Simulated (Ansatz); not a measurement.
**K(110) slab, 5 layers: the cell at rest**

Aim: bring K(110) slab, 5 layers to small forces and stress, as phonons need.

Program: Ansatz 0.2.0. Level of theory: DFT PBEsol, scalar-relativistic, plane waves, PAW. Results are calculated unless marked as measured.

### Step 1. The structure

The cell holds 5 atoms: 5 K. Cell: a = 4.547 Å, b = 4.547 Å, c = 27.849 Å, α = 90.0°, β = 90.0°, γ = 70.5°. Vacuum lies along c.

### Step 2. Probe on a coarse mesh

First a cheap look: the gap decides the mesh and the occupations, the pressure tells how far the cell has to move.

The program solves this slab on a cell height of its own, 53.5 Å, in place of the one typed.

input.yaml

```yaml
crystal:
  lattice:
    - [2.625, 3.71231, 0.0]
    - [-2.625, 3.71231, 0.0]
    - [0.0, 0.0, 27.84924]
  atoms:
    - { symbol: K, position: [0.0, 0.0, 0.2334] }
    - { symbol: K, position: [0.5, 0.5, 0.3667] }
    - { symbol: K, position: [0.0, 0.0, 0.5] }
    - { symbol: K, position: [0.5, 0.5, 0.6333] }
    - { symbol: K, position: [0.0, 0.0, 0.7666] }
  periodic: [true, true, false]
kpoints:
  mp_grid: { grid: [4, 4, 1] }
hamiltonian:
  xc: pbesol
scf:
  occupations: { method: gaussian, width: 0.1 }
output:
  forces: true
  stress: true
  eigenvalues: true
```

The run is started by

```console
$ ansatz run input.yaml --threads 8 --pin off --max-ram 14336MiB --backend cpu --events-out ev --progress --plain --runs-dir out
```

Numbers of over 12 decimals in the logs are rounded to 6 here.

The log of the run:

```text
[...]
k-point 1: bands = [... 19 lower, -17.9341, -3.9723, -3.7574, -3.3208, -2.7377, -2.0927, -1.4623 (-1.4623°), -0.8899, ... 1 higher]
  k-point 2: bands = [... 19 lower, -17.9343, -2.4290, -2.4080, -2.2665, -2.2223, -1.9535, -1.7554, -1.3673, ... 1 higher]
  k-point 6: bands = [... 19 lower, -17.9349, -1.9179, -1.7213, -1.6897, -1.6261, -1.3731, -1.2887, -1.0198, ... 1 higher]
  ° read free of the cell's end (the report's vacuum.weakly_bound_levels)
[key lines of the parts left out:]
SCF converged after 8 iterations
Free energy (F): -7579.756253 eV
Fermi energy:    -2.450094 eV
P = ½ c Tr σ = -0.2703 N/m
```

Run time: 2.6 s. Hardware: 8 threads of Arm Neoverse V2, shared host; peak memory 1.5 GiB; 15 s of CPU time.

This step gave:

```
gap on the k-mesh : 0 eV
area per atom     : 3.898 Å²
```

The coarse mesh shows no gap.

### Step 3. Relaxation

The cell and atoms are relaxed, since residual forces and stress would shift the frequencies.

The program solves this slab on a cell height of its own, 53.5 Å, in place of the one typed.

Changes to input.yaml since step 2:

```diff
@@ -13,3 +13,3 @@
 kpoints:
-  mp_grid: { grid: [4, 4, 1] }
+  mp_grid: { grid: [8, 8, 1] }
 hamiltonian:
@@ -22 +22,10 @@
   eigenvalues: true
+  write_density: true
+  write_potential: true
+  elf: true
+  volumetric_format: npy
+relax:
+  adjacent_minimum: "off"
+  f_tol: 0.005
+  max_steps: 80
+  cell: { stress_2d_tol: 0.02 }
```

The log of the run:

```text
[...]
Crystal: 5 atoms, lattice volume = 1042.664 Å³
Basis set: ecut = 420 eV, 20523 PW (Γ), exchange–correlation on 64×64×720 points (8 copies of the dense FFT grid, shifted against one another)
Bands: 28, of which v1, the nominal top of the filled ones, is band 23 counted from 1 (22 counted from 0)
Symmetry: 8 space group operations
[...]
k-points: 21 of 64
[...]
SCF iter   1: F=—  HF=-7579.861772 eV  |F-HF|=—  |Δ(HF+E_count)|=         —  Δρ=8.37e-4  dr2=2.42e-1  ethr=1.77e-3  ⟨swp⟩=16.9  Hψ=4408  notcnv=0
[...]
SCF iter   9: F=-7579.850521 eV  HF=-7579.850521 eV  |F-HF|=1.64e-9  |Δ(HF+E_count)|=  6.46e-11  Δρ=4.15e-7  dr2=2.61e-9  ethr=2.45e-11  ⟨swp⟩=7.4  Hψ=3368  notcnv=0
SCF 1 converged in 9 iterations: F = -7579.850521 eV  dr2 = 2.61e-9
[...]
relax step   1: F+E_penalty+E_count = -7579.85052084 eV  Δ(F+E_penalty+E_count) = +0.000e0 eV  max|allowed force component| = 1.357e-2 eV/Å  Δτ_max = 0.0000 Å  P = -0.273 N/m  Ω = 1042.664 Å³  fix = [c, alpha, beta]  reactions: c -0.000 N/m  (9 SCF iters, dr2 threshold 1.00e-7 eV, accepted)
Crystal: 5 atoms, lattice volume = 1039.806 Å³
Basis set: ecut = 420 eV, 20491 PW (Γ), exchange–correlation on 64×64×720 points (8 copies of the dense FFT grid, shifted against one another)
[...]
iter 1 solved again at ethr=1.66e-7 eV; its pass at ethr=3.10e-3 eV (dr2=7.48e-5 eV) is discarded
[...]
SCF iter   4: F=-7579.851833 eV  HF=-7579.851833 eV  |F-HF|=6.79e-9  |Δ(HF+E_count)|=   2.25e-7  Δρ=8.95e-7  dr2=1.95e-8  ethr=1.47e-10  ⟨swp⟩=10.9  Hψ=4382  notcnv=0
SCF 2 converged in 4 iterations: F = -7579.851833 eV  dr2 = 1.95e-8
relax step   2: F+E_penalty+E_count = -7579.85183342 eV  Δ(F+E_penalty+E_count) = -1.313e-3 eV  max|allowed force component| = 1.170e-2 eV/Å  Δτ_max = 0.0058 Å  P = -0.252 N/m  Ω = 1039.806 Å³  energy of the carried Pulay correction = +9.717e-7 eV  fix = [c, alpha, beta]  reactions: c -0.000 N/m  (4 SCF iters, dr2 threshold 6.63e-8 eV, accepted)
Crystal: 5 atoms, lattice volume = 1011.319 Å³
Basis set: ecut = 420 eV, 19895 PW (Γ), exchange–correlation on 64×64×720 points (8 copies of the dense FFT grid, shifted against one another)
[...]
SCF iter   6: F=-7579.861452 eV  HF=-7579.861452 eV  |F-HF|=1.33e-9  |Δ(HF+E_count)|=   1.39e-8  Δρ=6.50e-7  dr2=1.42e-8  ethr=1.31e-10  ⟨swp⟩=15.5  Hψ=4691  notcnv=0
SCF 3 converged in 6 iterations: F = -7579.861452 eV  dr2 = 1.42e-8
relax step   3: F+E_penalty+E_count = -7579.86145220 eV  Δ(F+E_penalty+E_count) = -9.619e-3 eV  max|allowed force component| = 5.004e-3 eV/Å  Δτ_max = 0.0148 Å  P = -0.068 N/m  Ω = 1011.319 Å³  energy of the carried Pulay correction = +1.080e-5 eV  fix = [c, alpha, beta]  reactions: c +0.000 N/m  (6 SCF iters, dr2 threshold 5.89e-8 eV, accepted)
[...]
relax step   4: F+E_penalty+E_count = -7579.86318677 eV  Δ(F+E_penalty+E_count) = -1.735e-3 eV  max|allowed force component| = 4.965e-3 eV/Å  Δτ_max = 0.0443 Å  P = +0.094 N/m  Ω = 989.653 Å³  energy of the carried Pulay correction = +1.847e-5 eV  fix = [c, alpha, beta]  reactions: c +0.000 N/m  (7 SCF iters, dr2 threshold 8.50e-9 eV, accepted)
[...]
relax step   5: F+E_penalty+E_count = -7579.86350667 eV  Δ(F+E_penalty+E_count) = -3.199e-4 eV  max|allowed force component| = 2.461e-3 eV/Å  Δτ_max = 0.0023 Å  P = +0.041 N/m  Ω = 995.343 Å³  energy of the carried Pulay correction = +1.644e-5 eV  fix = [c, alpha, beta]  reactions: c +0.000 N/m  (5 SCF iters, dr2 threshold 4.96e-9 eV, accepted)
[...]
relax step   6: F+E_penalty+E_count = -7579.86374325 eV  Δ(F+E_penalty+E_count) = -2.366e-4 eV  max|allowed force component| = 8.495e-4 eV/Å  Δτ_max = 0.0140 Å  P = +0.013 N/m  Ω = 997.526 Å³  energy of the carried Pulay correction = +1.566e-5 eV  fix = [c, alpha, beta]  reactions: c +0.000 N/m  (6 SCF iters, dr2 threshold 2.02e-9 eV, accepted)
[...]
relax step   7: F+E_penalty+E_count = -7579.86381322 eV  Δ(F+E_penalty+E_count) = -6.998e-5 eV  max|allowed force component| = 5.643e-4 eV/Å  Δτ_max = 0.0093 Å  P = +0.001 N/m  Ω = 998.398 Å³  energy of the carried Pulay correction = +1.535e-5 eV  fix = [c, alpha, beta]  reactions: c +0.000 N/m  (7 SCF iters, dr2 threshold 3.81e-10 eV, accepted)
[...]
SCF iter   1: F=—  HF=-7579.863708 eV  |F-HF|=—  |Δ(HF+E_count)|=         —  Δρ=2.54e-6  dr2=7.20e-9  ethr=8.90e-7  ⟨swp⟩=5.8  Hψ=5783  notcnv=0
eigensolver tolerance schedule: the retry pair's looser diagonalisation over-reported the residual by 55627.59 of it (diagonalisation noise at an unbounded share of the residual, at the tolerance the schedule requests for it); recorded, not acted on — ethr = c·dr2/N_el stays at c = 1.0e-1
SCF iter   2: F=—  HF=-7579.863808 eV  |F-HF|=—  |Δ(HF+E_count)|=   1.00e-4  Δρ=1.32e-6  dr2=5.81e-9  ethr=1.60e-11  ⟨swp⟩=5.5  Hψ=2090  notcnv=0
[...]
SCF iter   7: F=-7579.863808 eV  HF=-7579.863808 eV  |F-HF|=1.36e-11  |Δ(HF+E_count)|=  3.64e-12  Δρ=7.12e-9  dr2=1.84e-13  ethr=1.00e-12  ⟨swp⟩=5.0  Hψ=2025  notcnv=0
SCF 8 converged in 7 iterations: F = -7579.863808 eV  dr2 = 1.84e-13
relax step   8: F+E_penalty+E_count = -7579.86380834 eV  Δ(F+E_penalty+E_count) = +4.888e-6 eV  max|allowed force component| = 5.634e-4 eV/Å  Δτ_max = 0.0000 Å  P = +0.001 N/m  Ω = 998.398 Å³  fix = [c, alpha, beta]  reactions: c +0.000 N/m  stress off target by 3.61e-3 N/m on what of the cell is left free  SCF on the basis re-selected at this cell (its energy is not comparable with the rows above)  (7 SCF iters)
basis re-selected at this cell: Δ(F+E_penalty+E_count) = +4.888e-6 eV, ΔP = -0.000 N/m vs the last step (what re-selecting the basis moved, of the pressure what is left beyond the Pulay correction that the steps carried, after the strain that the cell walked since its last selection, with what the two solves' SCF thresholds leave and, on support functions, any second-order correction that the steps lacked; it is no m [...]
SCF converged after 7 iterations
Free energy (F): -7579.863808 eV
[...]
Internal energy: -7579.844514 eV  (E = F + TS)
E sigma→0 (E₀):  -7579.854161 eV
Entropy (-TS):   -0.019295 eV (-3.859 meV/atom)
Fermi energy:    -2.423816 eV
[...]
--- Forces (eV/Å), atoms counted from 1 ---
  atom   1  K     -0.00000000     0.00000000     0.00056336
  atom   2  K     -0.00000000     0.00000000     0.00011537
  atom   3  K      0.00000000    -0.00000000     0.00000000
  atom   4  K      0.00000000    -0.00000000    -0.00011537
  atom   5  K      0.00000000    -0.00000000    -0.00056336
  max |Σ_I F_I| component: 8.08e-28 eV/Å
--- 2D stress c σ (N/m, compression-positive) ---
       -0.002550       0.000000      -0.000000
        0.000000       0.003605      -0.000000
       -0.000000      -0.000000       0.000000
  P = ½ c Tr σ = 0.0005 N/m
--- Band table (eV; the first three rows and the last of 21) ---
  k-point 0: bands = [... 19 lower, -17.9039, -4.5783, -4.3344, -3.9043, -3.3278, -2.6677, -1.8545 (-1.8545°), -1.3332, ... 1 higher]
  k-point 1: bands = [... 19 lower, -17.9077, -4.4206, -4.1790, -3.7524, -3.1796, -2.5218, -1.7632 (-1.7633°), -1.2123, ... 1 higher]
  k-point 2: bands = [... 19 lower, -17.9107, -3.9610, -3.7272, -3.3122, -2.7522, -2.1059, -1.4914, -0.8874, ... 1 higher]
  k-point 20: bands = [... 19 lower, -17.9128, -2.0014, -1.8034, -1.7508, -1.6866, -1.4543, -1.3498, -1.1340, ... 1 higher]
  ° read free of the cell's end (the report's vacuum.weakly_bound_levels)
--- Relaxed structure (7 steps of the walk, 7 accepted, 1 SCFs on fresh bases) ---
  F+E_penalty+E_count = -7579.86380834 eV   max|allowed force component| = 5.634e-4 eV/Å   (the final SCF, on the basis selected at the relaxed cell)
  cell:  # Å, volume = 998.3977 Å³
    - [2.482840, 3.758234, 0]
    - [-2.482840, 3.758234, 0]
    - [0, 0, 53.498430]
  atoms:
    - { symbol: K, position: [-5.771692854381094e-19, -5.771692854381094e-19, 0.120056] }
    - { symbol: K, position: [0.500000, 0.500000, 0.189728] }
    - { symbol: K, position: [0, 0, 0.260281] }
    - { symbol: K, position: [0.500000, 0.500000, 0.330834] }
    - { symbol: K, position: [5.771692854381094e-19, 5.771692854381094e-19, 0.400506] }
```

The job ended after 42 s (8 threads; peak memory 2 GiB).

Step by step:

```csv
step,energy less that of the first step (eV),largest force component (eV/Å),volume (Å³)
1,0.0000,0.0136,1042.66
2,-0.0013,0.0117,1039.81
3,-0.0109,0.0050,1011.32
4,-0.0127,0.0050,989.65
5,-0.0130,0.0025,995.34
6,-0.0132,0.0008,997.53
7,-0.0133,0.0006,998.40
8*,-0.0133,0.0006,998.40
```

Relaxation steps marked * repeat the geometry before them on a plane-wave basis chosen anew for their cell, so energy and pressure can jump there.

The run keeps the 8 symmetry operations that it works with, so distortions that break them were not tested.

```csv
cell as run,before,after,change
a (Å),4.547,4.504,-0.9 %
b (Å),4.547,4.504,-0.9 %
γ (°),70.53,66.90,-5.1 %
```

The atoms that moved most (Å, along periodic axes as changes of fractional coordinates times the final cell, across vacuum about the mean position):

```csv
atom,dx,dy,dz,length
K5,0.000,0.000,0.077,0.077
K1,0.000,0.000,-0.077,0.077
K2,0.000,0.000,-0.062,0.062
K4,0.000,0.000,0.062,0.062
```

The relaxed structure:

```xyz
5
Lattice="2.4828 3.7582 0.0000 -2.4828 3.7582 0.0000 0.0000 0.0000 53.4984" Properties=species:S:1:pos:R:3
K     0.0000    0.0000    6.4228
K     0.0000    3.7582   10.1501
K     0.0000    0.0000   13.9246
K     0.0000    3.7582   17.6991
K     0.0000    0.0000   21.4264
```

Numbers from this step:

```yaml
area_per_atom: 3.732 Å²
```

ELF in the ac plane at fractional y = 0.000, with atoms of K within 0.2 Å of it. It is the smooth field of the valence electrons, not physical close to the nuclei.

Ten even steps from '_' (0.00) to '@' (0.71), each cell a mean:
```
____________________________
____________________________
____________________________
____________________________
____________________________
____________________________
____________________________
____________________________
____________________________
____________________________
____________________________
____________________________
____________________________
--::::..::--++++==::....::--
@@@@@@++....--==::..::##@@@@
====----====++++++====--====
============++++++==========
@@@@%%++....--==::..::**@@@@
++====----==++**++==----==++
**++==----------------==++++
****++--::--++**==--::==++**
**##**--....==++--..::++**##
........::::::::::::::......
____________________________
```
Columns run along a (4.5 Å), rows up along c (53.5 Å). Atoms in or near the plane, at fractional coordinates: K at (0.00, 0.12), K at (0.00, 0.26), K at (0.00, 0.40).

Electrostatic potential energy in the ac plane at fractional y = 0.000, with atoms of K within 0.2 Å of it. With pseudopotentials it is smooth inside the atoms' cores, unlike the true potential.

Values in eV, 24 rows by 14 columns, each cell a mean:
```
  0   0   0   0   0   0   0   0   0   0   0   0   0   0
  0   0   0   0   0   0   0   0   0   0   0   0   0   0
  0   0   0   0   0   0   0   0   0   0   0   0   0   0
  0   0   0   0   0   0   0   0   0   0   0   0   0   0
  0   0   0   0   0   0   0   0   0   0   0   0   0   0
  0   0   0   0   0   0   0   0   0   0   0   0   0   0
  0   0   0   0   0   0   0   0   0   0   0   0   0   0
  0   0   0   0   0   0   0   0   0   0   0   0   0   0
  0   0   0   0   0   0   0   0   0   0   0   0   0   0
  0   0   0   0   0   0   0   0   0   0   0   0   0   0
  0   0   0   0   0   0   0   0   0   0   0   0   0   0
  0   0   0   0   0   0   0   0   0   0   0   0   0   0
  0   0   0   0   0   0   0   0   0   0   0   0   0   0
 -4  -4  -3  -2  -1  -1   0   0  -1  -1  -1  -2  -3  -4
-16 -16 -14  -7  -3  -2  -1  -1  -1  -2  -4 -10 -15 -16
 -1  -1  -1  -1   0   0   0   0   0   0  -1  -1  -1  -1
 -1  -1  -1  -1   0   0   0   0   0   0   0  -1  -1  -1
-16 -15 -13  -6  -3  -2  -1  -1  -1  -2  -4  -9 -14 -15
 -5  -4  -3  -2  -1   0   0   0   0  -1  -1  -2  -3  -4
  0   0   0  -1  -1  -1  -1  -1  -1  -1  -1   0   0   0
 -9  -8  -7  -3  -2  -1   0   0  -1  -1  -2  -5  -7  -9
-12 -11 -10  -5  -3  -2  -1  -1  -1  -2  -3  -7 -10 -12
  0   0   0   0   0   0   0   0   0   0   0   0   0   0
  0   0   0   0   0   0   0   0   0   0   0   0   0   0
```
Columns run along a (4.5 Å; values clipped at the 3rd and 97th percentile), rows up along c (53.5 Å). Atoms in or near the plane, at fractional coordinates: K at (0.00, 0.12), K at (0.00, 0.26), K at (0.00, 0.40).

Valence density in the ac plane at fractional y = 0.000, with atoms of K within 0.2 Å of it. It is the smooth field of the valence electrons, not physical close to the nuclei.

Ten steps, logarithmic in the rise over the least value, from '0' (0.0 e/Å³) to '9' (2.4 e/Å³), each cell a mean:
```
00000000000000
00000000000000
00000000000000
00000000000000
00000000000000
00000000000000
00000000000000
00000000000000
00000000000000
00000000000000
00000000000000
00000000000000
00000000000000
33210000000123
99742111113689
11111111111111
11111111111111
99742111113689
44311111111234
11111111111111
87531111112467
98642100112578
00000000000000
00000000000000
```
Columns run along a (4.5 Å), rows up along c (53.5 Å). Atoms in or near the plane, at fractional coordinates: K at (0.00, 0.12), K at (0.00, 0.26), K at (0.00, 0.40).

(Continued in part 2 of 2.)

[Logs are printed without paths, hosts, clocks, repeated set-up lines and the standing remarks that a program may print on its own settings, such as how far it seeks lower states.]

[Hosts, paths, dates, database ids (printed as entryN), source tags and the programs' standing remarks are cut or masked in the printed files.]
